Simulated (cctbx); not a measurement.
**Diagnosing a refinement**

Cell a = 6.4450 Å, b = 6.4450 Å, c = 5.4420 Å, α = 90.00°, β = 90.00°, γ = 120.00°; space group P6_3/mmc (no. 194).

Simulated single-crystal data (cctbx): Ag Kα, λ = 0.56087 Å, to d = 0.65 Å, 80 % of the full sphere, strongest reflection 20000 counts, noise from counting, a 6 % proportional error and a noise floor of 2 counts (s.d.); no absorption.

An anisotropic refinement with weights 1/σ² prints:

```text
Rint 0.052, 166 unique reflections to 0.65 A
cycle     R1     wR2    GooF  max shift (A)
   1  0.0310  0.1191   3.241   0.00035
   2  0.0263  0.0791   2.153   0.00000
final R1 0.0263 wR2 0.0791 GooF 2.153  parameters 6  data/parameter 27.7
atom        x        y        z      Ueq    occ   su(xyz)  su(Uiso or U11)
V1     0.33776  0.16888  0.75000   0.0063  1.000  0.00006  0.0003
K1     0.66667  0.33333  0.25000   0.0079  1.000  0.00000  0.0003
difference map: max 0.44 min -1.65 rms 0.16
Q1    0.0000  0.0000  0.0000    2    0.44  2.32 A from V1
Q2    0.1620  0.5810  0.7500    6    0.40  0.96 A from K1
Q3    0.2514  0.5028  0.7500    6    0.30  0.91 A from K1
Q4    0.0590  0.2611  0.6566   24    0.29  1.38 A from V1
Q5    0.1022  0.4532  0.2500   12    0.28  1.03 A from V1
Q6    0.2675  0.5349  0.1383   12    0.27  1.26 A from V1
```

Q: Accept it or mend it, and why?

Mend it. The fault: wrong element: V1 is Cr. Against the right model at the same level, R1 goes from 0.0112 to 0.0263 and GooF from 0.92 to 2.15, U of K1 swells from 0.0049 to 0.0079 Å² and a hole of -1.6 e/Å³ opens. V1 has 1 electron too few, yet its U moves the other way: dispersion, the scale or a false minimum can outweigh the electron count.

The compound is KCr3. The right model at the same level gives:

```text
Rint 0.052, 166 unique reflections to 0.65 A
cycle     R1     wR2    GooF  max shift (A)
   1  0.0147  0.0553   1.504   0.00022
   2  0.0112  0.0338   0.919   0.00000
final R1 0.0112 wR2 0.0338 GooF 0.919  parameters 6  data/parameter 27.7
atom        x        y        z      Ueq    occ   su(xyz)  su(Uiso or U11)
Cr1    0.33778  0.16889  0.75000   0.0049  1.000  0.00003  0.0001
K1     0.66667  0.33333  0.25000   0.0049  1.000  0.00000  0.0001
difference map: max 0.49 min -0.36 rms 0.08
Q1    0.0000  0.0000  0.0000    2    0.49  2.32 A from Cr1
Q2    0.1573  0.5786  0.7500    6    0.35  0.98 A from K1
Q3    0.0994  0.4493  0.2500   12    0.26  1.02 A from Cr1
Q4    0.3333  0.6667  0.0089    4    0.25  1.41 A from K1
Q5    0.1208  0.5604  0.1350   12    0.24  1.73 A from Cr1
Q6    0.0527  0.4227  0.6506   24    0.23  1.63 A from Cr1
```

The model was made for the exercise: a known structure type with other elements put in, its volume estimated, not relaxed; displacement parameters are assumed.

[Middle refinement cycles are left out of these outputs.]

[Logs are printed without paths, hosts, clocks, repeated set-up lines and the standing remarks that a program may print on its own settings, such as how far it seeks lower states.]
